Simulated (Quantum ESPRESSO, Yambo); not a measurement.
Planning a run of Yambo 5.3.0 on BaTiO3 (P4mm). The input:

```
HF_and_locXC
gw0
dyson
ppa
em1d
rim_cut
RandQpts= 1000000
RandGvec= 1 RL
EXXRLvcs= 76 Ry
VXCRLvcs= 304 Ry
Chimod= "HARTREE"
% BndsRnXp
 1 | 129 |
%
NGsBlkXp= 10 Ry
% LongDrXp
 1 | 1 | 1 |
%
% GbndRnge
 1 | 129 |
%
DysSolver= "n"
ExtendOut
PPAPntXp= 27.21138 eV
% QPkrange
 6 | 6 | 19 | 22 |
 1 | 1 | 19 | 22 |
%
```

```sh
OMP_NUM_THREADS=1 mpirun -n 4 yambo -F gw11.in -J gw11 -C gw11 > gw11.log
```

The stored states that it reads are on a 2×2×2 mesh. It takes space group P4mm (No. 99, tetragonal). Conventional cell: a = 3.990 Å, b = 3.990 Å, c = 4.023 Å, α = 90.00°, β = 90.00°, γ = 90.00°. Ba has 12 O at 2.80 to 2.87 Å nearest. Nearest to Ti lie 6 O at 1.84 to 2.18 Å. Nearest to O lie 2 Ti at 1.84 to 2.18 Å and 4 Ba at 2.82 Å. O has 2 Ti at 2.00 Å and 4 Ba at 2.80 to 2.87 Å nearest. Farther neighbours and most contacts between anions are not listed.

Question: Estimate wall time and host memory on 4 MPI ranks of Arm Neoverse V2, shared host.

It took 17 s; on shared hardware allow 8.7 s to 35 s. Peak host memory was 1.4 GiB.

The screening grows as filled bands × empty bands × pairs of k points, times the square of the screening basis for the matrix.

[Paths, hosts, dates, memory and timing lines, banners, echoed tables and standing remarks are left out of the program output.]

[Logs are printed without paths, hosts, clocks, repeated set-up lines and the standing remarks that a program may print on its own settings, such as how far it seeks lower states.]

[Runs of the session that timed out or met a known fault of the program may be left out.]

[Hosts, paths, dates, database ids (printed as entryN), source tags and the programs' standing remarks are cut or masked in the printed files.]
